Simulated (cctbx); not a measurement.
**Accept or mend?**

Cell a = 3.8160 Å, b = 4.7150 Å, c = 8.3750 Å, α = 90.00°, β = 90.00°, γ = 90.00°; space group Pmmm (no. 47).

Simulated single-crystal data (cctbx): synchrotron X-rays, λ = 0.4959 Å, to d = 0.8 Å, 80 % of the full sphere, strongest reflection 5000 counts, noise from counting, a 3 % proportional error and a noise floor of 2 counts (s.d.); no absorption.

An anisotropic refinement with weights 1/σ² prints:

```text
Rint 0.042, 214 unique reflections to 0.80 A
cycle     R1     wR2    GooF  max shift (A)
   1  0.2331  0.4411  11.193   0.01072
   3  0.2026  0.3902   9.902   0.00011
final R1 0.2025 wR2 0.3902 GooF 9.902  parameters 23  data/parameter 9.3
atom        x        y        z      Ueq    occ   su(xyz)  su(Uiso or U11)
Bi1    0.00000  0.00000  0.50000   0.0103  1.000  0.00000  0.0035
Sn1    0.00000  0.50000  0.00000  -0.0021  1.000  0.00000  0.0040  NPD
Ni1    0.50000  0.76935  0.76099   0.0099  1.000  0.00259  0.0055
Ni2    0.50000  0.00000  0.00000  -0.0061  1.000  0.00000  0.0057  NPD
Ni3    0.00000  0.50000  0.67707   0.0065  1.000  0.00171  0.0070
Ni4    0.00000  0.00000  0.16589   0.0077  1.000  0.00189  0.0072
difference map: max 69.92 min -12.48 rms 3.46
Q1    0.5000  0.5000  0.5000    1   73.29  2.42 A from Ni3
Q2    0.0000  0.0000  0.5000    1   23.61  0.00 A from Bi1
Q3    0.0000  0.5000  0.0000    1   12.00  0.00 A from Sn1
Q4    0.5000  0.2276  0.2167    4   11.87  0.19 A from Ni1
Q5    0.5000  0.0000  0.0000    1   11.29  0.00 A from Ni2
Q6    0.0000  0.5000  0.2505    2    9.57  0.61 A from Ni3
```

Q: Accept it or mend it, and why?

Mend it. The fault: an atom left out, Ni at (1/2, 1/2, 1/2). Against the right model at the same level, R1 goes from 0.0176 to 0.2025 and GooF from 0.91 to 9.90, U of Ni2 shrinks from 0.0127 to -0.0061 Å², U of Sn1 shrinks from 0.0118 to -0.0021 Å², the top difference peak, 73.3 e/Å³, lies 2.42 Å from Ni3 and Sn1 and Ni2 go non-positive-definite. Q1 is the missing atom. With scattering power missing, scale and phases suffer, so peaks may also grow on the heavy atoms.

The compound is Ni10SnBi. The right model at the same level gives:

```text
Rint 0.042, 214 unique reflections to 0.80 A
cycle     R1     wR2    GooF  max shift (A)
   1  0.0183  0.0367   0.938   0.00030
   2  0.0176  0.0357   0.914   0.00000
final R1 0.0176 wR2 0.0357 GooF 0.914  parameters 26  data/parameter 8.2
atom        x        y        z      Ueq    occ   su(xyz)  su(Uiso or U11)
Bi1    0.00000  0.00000  0.50000   0.0093  1.000  0.00000  0.0003
Sn1    0.00000  0.50000  0.00000   0.0118  1.000  0.00000  0.0005
Ni1    0.50000  0.77101  0.76123   0.0134  1.000  0.00025  0.0005
Ni2    0.50000  0.00000  0.00000   0.0127  1.000  0.00000  0.0009
Ni3    0.50000  0.50000  0.50000   0.0116  1.000  0.00000  0.0009
Ni4    0.00000  0.50000  0.67833   0.0140  1.000  0.00017  0.0007
Ni5    0.00000  0.00000  0.16450   0.0132  1.000  0.00017  0.0007
difference map: max 1.09 min -1.42 rms 0.27
Q1    0.5000  0.1597  0.0923    4    1.10  1.08 A from Ni2
Q2    0.3924  0.5000  0.3249    4    0.90  1.50 A from Ni4
Q3    0.0000  0.1573  0.1279    4    0.86  0.80 A from Ni5
Q4    0.2411  0.5000  0.2077    4    0.85  1.33 A from Ni4
Q5    0.0000  0.2355  0.0000    2    0.82  1.25 A from Sn1
Q6    0.5000  0.3915  0.2206    4    0.79  0.78 A from Ni1
```

The model is made up (kin elements in a known structure type, no relaxation), so it says nothing on whether the phase exists.

[Middle refinement cycles are left out of these outputs.]

[Logs are printed without paths, hosts, clocks, repeated set-up lines and the standing remarks that a program may print on its own settings, such as how far it seeks lower states.]
